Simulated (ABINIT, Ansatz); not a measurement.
# A GW chain in ABINIT: PNO (Cc), part 2 of 3

How does a plane-wave GW calculation on PNO (Cc) run from the first input to the gap?

ABINIT 10.8.3; LDA and many-body steps on it, plane waves. Known limits of the many-body steps: not at the basis limit; coarse k mesh.

So far. Step 2 (Ground state): The gap is indirect, with the least direct gap 0.54 eV higher.

## (3) Bands along the symmetry lines

Level of this step: DFT, LDA, plane waves, norm-conserving pseudopotentials (ABINIT).

Levels along a band path, at the cheap level, show where the edges lie and whether the meshes to come will hold them.

The input, run.abi:

```
acell 3*1.0 Angstrom
rprim 
  3.278002254000 -3.286113380400 0.000000000000
  3.278002254000 3.286113380400 0.000000000000
  -3.028551860300 0.000000000000 3.488865954800
ntypat 3
znucl 15 7 8
natom 6
typat 1 1 2 2 3 3
xred 
  0.730409600000 0.010313920000 0.000167090000
  0.010313920000 0.730409600000 0.500167090000
  0.742864730000 0.382544620000 0.249632690000
  0.382544620000 0.742864730000 0.749632690000
  0.883089610000 0.000777520000 0.750200220000
  0.000777520000 0.883089610000 0.250200220000
pp_dirpath "pseudos"
pseudos "P.upf, N.upf, O.upf"
ecut 36
iscf -2
irdden 1
kptopt 0
nkpt 59
kpt 
  0.00000000 0.00000000 0.00000000
  0.00000000 0.00000000 -0.06250000
  0.00000000 0.00000000 -0.12500000
  0.00000000 0.00000000 -0.18750000
  0.00000000 0.00000000 -0.25000000
  0.00000000 0.00000000 -0.31250000
  0.00000000 0.00000000 -0.37500000
  0.00000000 0.00000000 -0.43750000
  0.00000000 0.00000000 -0.50000000
  -0.03509198 0.03509198 -0.50000000
  -0.07018397 0.07018397 -0.50000000
  -0.10527595 0.10527595 -0.50000000
  -0.14036793 0.14036793 -0.50000000
  -0.17545992 0.17545992 -0.50000000
  -0.21055190 0.21055190 -0.50000000
  -0.24564389 0.24564389 -0.50000000
  -0.28073587 0.28073587 -0.50000000
  0.28073587 0.71926413 -0.50000000
  0.30814389 0.69185611 -0.50000000
  0.33555190 0.66444810 -0.50000000
  0.36295992 0.63704008 -0.50000000
  0.39036793 0.60963207 -0.50000000
  0.41777595 0.58222405 -0.50000000
  0.44518397 0.55481603 -0.50000000
  0.47259198 0.52740802 -0.50000000
  0.50000000 0.50000000 -0.50000000
  0.43750000 0.43750000 -0.43750000
  0.37500000 0.37500000 -0.37500000
  0.31250000 0.31250000 -0.31250000
  0.25000000 0.25000000 -0.25000000
  0.18750000 0.18750000 -0.18750000
  0.12500000 0.12500000 -0.12500000
  0.06250000 0.06250000 -0.06250000
  0.00000000 0.00000000 0.00000000
  -0.06250000 0.06250000 0.00000000
  -0.12500000 0.12500000 0.00000000
  -0.18750000 0.18750000 0.00000000
  -0.25000000 0.25000000 0.00000000
  -0.31250000 0.31250000 0.00000000
  -0.37500000 0.37500000 0.00000000
  -0.43750000 0.43750000 0.00000000
  -0.50000000 0.50000000 0.00000000
  0.00000000 0.50000000 -0.50000000
  0.00000000 0.43750000 -0.43750000
  0.00000000 0.37500000 -0.37500000
  0.00000000 0.31250000 -0.31250000
  0.00000000 0.25000000 -0.25000000
  0.00000000 0.18750000 -0.18750000
  0.00000000 0.12500000 -0.12500000
  0.00000000 0.06250000 -0.06250000
  0.00000000 0.00000000 0.00000000
  0.00000000 0.06250000 0.00000000
  0.00000000 0.12500000 0.00000000
  0.00000000 0.18750000 0.00000000
  0.00000000 0.25000000 0.00000000
  0.00000000 0.31250000 0.00000000
  0.00000000 0.37500000 0.00000000
  0.00000000 0.43750000 0.00000000
  -0.00000000 0.50000000 0.00000000
istwfk *1
nband 23
nbdbuf 2
tolwfr 1e-08
nstep 40
prtwf 0
prtvol 0
indata_prefix "in"
outdata_prefix "out"
tmpdata_prefix "tmp"
```

Run with:

```console
$ OMP_NUM_THREADS=1 mpirun -n 4 abinit run.abi > log
```

Numbers of over 12 decimals in the logs are rounded to 6 here.

Output:

```text
.Version 10.8.3 of ABINIT. v10.8.2 released Aug 2026.

 Symmetries : space group Cc (#  9); Bravais mC (1-face-center monocl.)
[... echo of the input left out ...]
== DATASET  1 ==================================================================
-   mpi_nproc: 4, omp_nthreads: 1 (-1 if OMP is not activated)

--- !DatasetInfo
iteration_state: {dtset: 1, }
dimensions: {natom: 6, nkpt: 59, mband: 23, nsppol: 1, nspinor: 1, nspden: 1, mpw: 5260, }
cutoff_energies: {ecut:  36.0, pawecutdg:  -1.0, }
electrons: {nelect:   3.20000000E+01, charge:   0.00000000E+00, occopt:   1.00000000E+00, tsmear:   1.00000000E-02, }

 Real(R)+Recip(G) space primitive vectors, cartesian coordinates (Bohr,Bohr^-1):
 R(1)=  6.1945265 -6.2098543  0.0000000  G(1)=  0.0807164 -0.0805172  0.0700669
 R(2)=  6.1945265  6.2098543  0.0000000  G(2)=  0.0807164  0.0805172  0.0700669
 R(3)= -5.7231336  0.0000000  6.5930011  G(3)=  0.0000000  0.0000000  0.1516760
 Unit cell volume ucvol=  5.0722736E+02 bohr^3
 Angles (23,13,12)=  1.17578149E+02  1.17578149E+02  9.01415981E+01 degrees

 getcut: wavevector=  0.0000  0.0000  0.0000  ngfft=  48  48  48
         ecut(hartree)=     36.000   => boxcut(ratio)=   2.02615

--- Pseudopotential description ------------------------------------------------
- P Generated using ONCVPSP code by D. R. Hamann
- 15.00000   5.00000  180309                  znucl, zion, pspdat
12 -1012 2 -1 1298                            pspcod,pspxc,lmax,lloc,mmax
     nproj     2     2     2
  pspatm : epsatm=    7.03163270
         --- l  ekb(1:nproj) -->
             0    6.795192    1.078292
             1    3.452929    0.907117
             2   -3.024864   -0.802189
 pspatm: atomic psp has been read  and splines computed

- N Generated using ONCVPSP code by D. R. Hamann
-  7.00000   5.00000  180309                  znucl, zion, pspdat
12 -1012 1 -1 1058                            pspcod,pspxc,lmax,lloc,mmax
     nproj     2     2     0
  pspatm : epsatm=    5.30777321
         --- l  ekb(1:nproj) -->
[...]
pspatm: atomic psp has been read  and splines computed

- O Generated using ONCVPSP code by D. R. Hamann
-  8.00000   6.00000  201201                  znucl, zion, pspdat
12 -1012 2 -1 926                             pspcod,pspxc,lmax,lloc,mmax
     nproj     2     2     1
  pspatm : epsatm=    6.27558587
         --- l  ekb(1:nproj) -->
[...]
2   -1.033686
 pspatm: atomic psp has been read  and splines computed

--------------------------------------------------------------------------------

================================================================================
 prteigrs : about to open file out_EIG
 Non-SCF case, kpt    1 (  0.00000  0.00000  0.00000), residuals and eigenvalues=
  5.34E-09  5.03E-09  4.66E-09  5.36E-09  9.39E-09  7.48E-09  7.07E-09  4.23E-09
[...]
3.0062E-03  9.1239E-03  2.9360E-02  3.9925E-02  3.0556E-01  3.1907E-01
  3.5099E-01  3.6848E-01  3.7790E-01  4.1152E-01  4.2476E-01

--- !ResultsGS
iteration_state: {dtset: 1, }
comment   : Summary of ground state results
lattice_vectors:
- [  6.1945265,  -6.2098543,   0.0000000, ]
- [  6.1945265,   6.2098543,   0.0000000, ]
- [ -5.7231336,   0.0000000,   6.5930011, ]
lattice_lengths: [   8.77123,    8.77123,    8.73052, ]
lattice_angles: [117.578, 117.578,  90.142, ] # degrees, (23, 13, 12)
lattice_volume:   5.0722736E+02
convergence: {deltae:  0.000E+00, res2:  0.000E+00, residm:  9.987E-09, diffor:  0.000E+00, }
etotal    :  -6.77672323E+01
entropy   :   0.00000000E+00
fermie    :   7.34964566E-02
cartesian_stress_tensor: null
pressure_GPa: null
xred      :
- [  7.3041E-01,   1.0314E-02,   1.6709E-04,  P]
- [  1.0314E-02,   7.3041E-01,   5.0017E-01,  P]
- [  7.4286E-01,   3.8254E-01,   2.4963E-01,  N]
- [  3.8254E-01,   7.4286E-01,   7.4963E-01,  N]
- [  8.8309E-01,   7.7752E-04,   7.5020E-01,  O]
- [  7.7752E-04,   8.8309E-01,   2.5020E-01,  O]
cartesian_forces: null
force_length_stats: {min: null, max: null, mean: null, }

 Integrated electronic density in atomic spheres:
 ------------------------------------------------
 Atom  Sphere_radius  Integrated_density
[...]
================================================================================

 ----iterations are completed or convergence reached----

 Mean square residual over all n,k,spin=   58.393E-10; max=  99.872E-10
 reduced coordinates (array xred) for    6 atoms
[...]
0.883089610000      0.000777520000      0.750200220000
       0.000777520000      0.883089610000      0.250200220000

 cartesian coordinates (angstrom) at end:
    1      2.427587    -2.366316     0.000582955
    2      0.913311     2.366316     1.745016
    3      2.933069    -1.184053     0.870935
    4      1.418793     1.184053     2.615368
    5      0.625298    -2.899378     2.617348
    6      2.139574     2.899378     0.872915
 length scales=  1.889726125908  1.889726125908  1.889726125908 bohr
              =  1.000000000000  1.000000000000  1.000000000000 angstroms
 prteigrs : about to open file out_EIG
 Eigenvalues (hartree) for nkpt=  59  k points:
 kpt#   1, nband= 23, wtk=  1.00000, kpt=  0.0000  0.0000  0.0000 (reduced coord)
[...]
kpt#   2, nband= 23, wtk=  1.00000, kpt=  0.0000  0.0000 -0.0625 (reduced coord)
[...]
kpt#   3, nband= 23, wtk=  1.00000, kpt=  0.0000  0.0000 -0.1250 (reduced coord)
[...]
kpt#  58, nband= 23, wtk=  1.00000, kpt=  0.0000  0.4375  0.0000 (reduced coord)
[...]
0.30249    0.31824    0.34992    0.36500    0.38123    0.41262    0.42891
 kpt#  59, nband= 23, wtk=  1.00000, kpt=  0.0000  0.5000  0.0000 (reduced coord)
  -0.73624   -0.64953   -0.54630   -0.49883   -0.36482   -0.25065   -0.23066   -0.21234
  -0.11694   -0.08800   -0.06999   -0.03769    0.00301    0.00912    0.02936    0.03992
   0.30556    0.31907    0.35099    0.36848    0.37790    0.41152    0.42476

== END DATASET(S) ==============================================================
================================================================================

 -outvars: echo values of variables after computation  --------
            nband          23
             nkpt          59
          spgroup           9
 [... the other variables as echoed above ...]

 Calculation completed.
```

The job ended after 62 s (4 MPI ranks of Arm Neoverse N1, shared host; peak memory 0.38 GiB; 4.1 min of CPU time).

This step gave:

```yaml
gap: 5.021 eV
k_of_the_valence_top: -0.5, 0.5, 0
k_of_the_conduction_bottom: 0, 0, 0
least_direct_gap: 5.560 eV
```

The gap is 5.021 eV, as in the run before at this level.

Electronic bands along the path, in eV, zero at the top of the highest filled band:

| point | band 13 | band 14 | band 15 | band 16 | band 17 | band 18 | band 19 | band 20 |
| --- | --- | --- | --- | --- | --- | --- | --- | --- |
| Γ | -1.97 | -1.84 | -0.59 | -0.54 | 5.02 | 5.45 | 7.48 | 8.26 |
| halfway | -2.13 | -1.90 | -0.81 | -0.70 | 5.85 | 6.64 | 7.26 | 8.13 |
| A | -2.08 | -2.08 | -0.89 | -0.89 | 7.01 | 7.01 | 8.21 | 8.21 |
| halfway | -1.92 | -1.92 | -0.94 | -0.94 | 6.78 | 6.78 | 8.18 | 8.18 |
| I2 | -1.59 | -1.59 | -1.01 | -1.01 | 6.50 | 6.50 | 7.96 | 7.96 |
| jump to I | -1.59 | -1.59 | -1.01 | -1.01 | 6.50 | 6.50 | 7.96 | 7.96 |
| halfway | -1.43 | -1.43 | -0.98 | -0.98 | 6.43 | 6.43 | 7.75 | 7.75 |
| M2 | -1.39 | -1.39 | -0.95 | -0.95 | 6.42 | 6.42 | 7.68 | 7.68 |
| halfway | -1.92 | -1.65 | -0.69 | -0.67 | 5.66 | 6.28 | 7.06 | 8.18 |
| Γ | -1.97 | -1.84 | -0.59 | -0.54 | 5.02 | 5.45 | 7.48 | 8.26 |
| halfway | -2.50 | -1.92 | -0.61 | -0.28 | 5.39 | 6.58 | 7.26 | 7.87 |
| Y | -2.46 | -2.13 | -0.61 | 0.00 | 5.74 | 7.00 | 7.35 | 8.34 |
| jump to L2 | -2.70 | -1.41 | -0.78 | -0.21 | 5.72 | 6.88 | 7.67 | 8.58 |
| halfway | -2.40 | -1.64 | -0.69 | -0.36 | 5.39 | 6.48 | 7.25 | 8.06 |
| Γ | -1.97 | -1.84 | -0.59 | -0.54 | 5.02 | 5.45 | 7.48 | 8.26 |
| halfway | -2.07 | -1.79 | -0.87 | -0.65 | 5.60 | 6.18 | 6.96 | 8.17 |
| V2 | -1.92 | -1.75 | -1.20 | -0.91 | 6.31 | 6.68 | 7.55 | 8.03 |

## (4) Empty states on the mesh, 2×2×4 mesh, 150 bands

The sums over transitions need many empty states on a uniform mesh; this step solves for them.

The input, run.abi:

```
acell 3*1.0 Angstrom
rprim 
  3.278002254000 -3.286113380400 0.000000000000
  3.278002254000 3.286113380400 0.000000000000
  -3.028551860300 0.000000000000 3.488865954800
ntypat 3
znucl 15 7 8
natom 6
typat 1 1 2 2 3 3
xred 
  0.730409600000 0.010313920000 0.000167090000
  0.010313920000 0.730409600000 0.500167090000
  0.742864730000 0.382544620000 0.249632690000
  0.382544620000 0.742864730000 0.749632690000
  0.883089610000 0.000777520000 0.750200220000
  0.000777520000 0.883089610000 0.250200220000
pp_dirpath "pseudos"
pseudos "P.upf, N.upf, O.upf"
ecut 36
ngkpt 2 2 4
nshiftk 1
shiftk 0 0 0
kptopt 1
chksymbreak 0
iscf -2
irdden 1
istwfk *1
nband 150
nbdbuf 12
tolwfr 1e-09
nstep 60
prtvol 0
indata_prefix "in"
outdata_prefix "out"
tmpdata_prefix "tmp"
```

Output:

```text
.Version 10.8.3 of ABINIT. v10.8.2 released Aug 2026.

 Symmetries : space group Cc (#  9); Bravais mC (1-face-center monocl.)
[... echo of the input left out ...]
== DATASET  1 ==================================================================
-   mpi_nproc: 4, omp_nthreads: 1 (-1 if OMP is not activated)

--- !DatasetInfo
iteration_state: {dtset: 1, }
dimensions: {natom: 6, nkpt: 9, mband: 150, nsppol: 1, nspinor: 1, nspden: 1, mpw: 5252, }
cutoff_energies: {ecut:  36.0, pawecutdg:  -1.0, }
electrons: {nelect:   3.20000000E+01, charge:   0.00000000E+00, occopt:   1.00000000E+00, tsmear:   1.00000000E-02, }

 Real(R)+Recip(G) space primitive vectors, cartesian coordinates (Bohr,Bohr^-1):
 R(1)=  6.1945265 -6.2098543  0.0000000  G(1)=  0.0807164 -0.0805172  0.0700669
 R(2)=  6.1945265  6.2098543  0.0000000  G(2)=  0.0807164  0.0805172  0.0700669
 R(3)= -5.7231336  0.0000000  6.5930011  G(3)=  0.0000000  0.0000000  0.1516760
 Unit cell volume ucvol=  5.0722736E+02 bohr^3
 Angles (23,13,12)=  1.17578149E+02  1.17578149E+02  9.01415981E+01 degrees

 getcut: wavevector=  0.0000  0.0000  0.0000  ngfft=  48  48  48
         ecut(hartree)=     36.000   => boxcut(ratio)=   2.02615

--- Pseudopotential description ------------------------------------------------
- P Generated using ONCVPSP code by D. R. Hamann
- 15.00000   5.00000  180309                  znucl, zion, pspdat
12 -1012 2 -1 1298                            pspcod,pspxc,lmax,lloc,mmax
     nproj     2     2     2
  pspatm : epsatm=    7.03163270
         --- l  ekb(1:nproj) -->
             0    6.795192    1.078292
             1    3.452929    0.907117
             2   -3.024864   -0.802189
 pspatm: atomic psp has been read  and splines computed

- N Generated using ONCVPSP code by D. R. Hamann
-  7.00000   5.00000  180309                  znucl, zion, pspdat
12 -1012 1 -1 1058                            pspcod,pspxc,lmax,lloc,mmax
     nproj     2     2     0
  pspatm : epsatm=    5.30777321
         --- l  ekb(1:nproj) -->
[...]
pspatm: atomic psp has been read  and splines computed

- O Generated using ONCVPSP code by D. R. Hamann
-  8.00000   6.00000  201201                  znucl, zion, pspdat
12 -1012 2 -1 926                             pspcod,pspxc,lmax,lloc,mmax
     nproj     2     2     1
  pspatm : epsatm=    6.27558587
         --- l  ekb(1:nproj) -->
[...]
2   -1.033686
 pspatm: atomic psp has been read  and splines computed

--------------------------------------------------------------------------------

================================================================================
 prteigrs : about to open file out_EIG
 Non-SCF case, kpt    1 (  0.00000  0.00000  0.00000), residuals and eigenvalues=
  5.64E-11  1.25E-10  1.22E-10  1.18E-10  1.20E-10  4.61E-10  1.72E-10  1.02E-10
  3.93E-10  2.66E-10  1.79E-10  2.01E-10  1.42E-10  1.59E-10  1.82E-10  1.00E-10
  1.52E-10  1.95E-10  1.66E-10  7.69E-11  1.50E-10  1.29E-10  7.63E-11  1.59E-10
[...]
4.18E-06  3.96E-06  7.54E-05  1.18E-05  7.02E-05  4.11E-04
 -7.4320E-01 -6.4812E-01 -5.2158E-01 -4.6041E-01 -4.3847E-01 -2.5704E-01
 -2.4169E-01 -2.1458E-01 -1.0663E-01 -7.6958E-02 -5.3180E-02 -3.7729E-02
[...]
2.8684E+00  2.8713E+00  2.8952E+00  2.9006E+00  2.9273E+00  2.9308E+00
 prteigrs : prtvol=0 or 1, do not print more k-points.

--- !ResultsGS
iteration_state: {dtset: 1, }
comment   : Summary of ground state results
lattice_vectors:
- [  6.1945265,  -6.2098543,   0.0000000, ]
- [  6.1945265,   6.2098543,   0.0000000, ]
- [ -5.7231336,   0.0000000,   6.5930011, ]
lattice_lengths: [   8.77123,    8.77123,    8.73052, ]
lattice_angles: [117.578, 117.578,  90.142, ] # degrees, (23, 13, 12)
lattice_volume:   5.0722736E+02
convergence: {deltae:  0.000E+00, res2:  0.000E+00, residm:  9.943E-10, diffor:  0.000E+00, }
etotal    :  -6.77672323E+01
entropy   :   0.00000000E+00
fermie    :   7.34964566E-02
cartesian_stress_tensor: null
pressure_GPa: null
xred      :
- [  7.3041E-01,   1.0314E-02,   1.6709E-04,  P]
- [  1.0314E-02,   7.3041E-01,   5.0017E-01,  P]
- [  7.4286E-01,   3.8254E-01,   2.4963E-01,  N]
- [  3.8254E-01,   7.4286E-01,   7.4963E-01,  N]
- [  8.8309E-01,   7.7752E-04,   7.5020E-01,  O]
- [  7.7752E-04,   8.8309E-01,   2.5020E-01,  O]
cartesian_forces: null
force_length_stats: {min: null, max: null, mean: null, }

 Integrated electronic density in atomic spheres:
 ------------------------------------------------
 Atom  Sphere_radius  Integrated_density
[...]
================================================================================

 ----iterations are completed or convergence reached----

 Mean square residual over all n,k,spin=   38.656E-11; max=  99.431E-11
 reduced coordinates (array xred) for    6 atoms
[...]
0.883089610000      0.000777520000      0.750200220000
       0.000777520000      0.883089610000      0.250200220000

 cartesian coordinates (angstrom) at end:
    1      2.427587    -2.366316     0.000582955
    2      0.913311     2.366316     1.745016
    3      2.933069    -1.184053     0.870935
    4      1.418793     1.184053     2.615368
    5      0.625298    -2.899378     2.617348
    6      2.139574     2.899378     0.872915
 length scales=  1.889726125908  1.889726125908  1.889726125908 bohr
              =  1.000000000000  1.000000000000  1.000000000000 angstroms
 prteigrs : about to open file out_EIG
 Eigenvalues (hartree) for nkpt=   9  k points:
 kpt#   1, nband=150, wtk=  0.06250, kpt=  0.0000  0.0000  0.0000 (reduced coord)
[...]
2.61169    2.61357    2.64988    2.65323    2.66884    2.68213    2.69809    2.70208
   2.72235    2.74374    2.76926    2.77112    2.79389    2.79885    2.84312    2.84834
   2.86835    2.87133    2.89522    2.90061    2.92729    2.93079
 prteigrs : prtvol=0 or 1, do not print more k-points.

== END DATASET(S) ==============================================================
================================================================================

 -outvars: echo values of variables after computation  --------
            nband         150
             nkpt           9
          spgroup           9
 [... the other variables as echoed above ...]

 Calculation completed.
```

The job ended after 2.1 min (4 MPI ranks; peak memory 0.4 GiB).

This step gave:

```
gap                                                           : 5.021 eV
k of the valence top                                          : 0.5, 0.5, 0
k of the conduction bottom                                    : 0, 0, 0
least direct gap                                              : 5.560 eV
k points computed                                             : 9
lowest point of the top converged band, above the valence top : 72.5722 eV
```

On this mesh the gap is 5.021 eV.

[end of part 2 of 3]

[Paths, hosts, dates, memory and timing lines, banners, echoed tables and standing remarks are left out of the program output.]

[Logs are printed without paths, hosts, clocks, repeated set-up lines and the standing remarks that a program may print on its own settings, such as how far it seeks lower states.]

[Runs of the session that timed out or met a known fault of the program may be left out.]

[Hosts, paths, dates, database ids (printed as entryN), source tags and the programs' standing remarks are cut or masked in the printed files.]

[G0W0 gaps are taken among the corrected bands and points alone; a level outside them can change the order at an edge.]

[Where Ansatz stands beside ABINIT at settings called matched, ABINIT's density can come from a denser mesh and the files from another edition; pairs whose starting gaps differed by over 0.03 eV were left out, so agreement reads better than it is.]
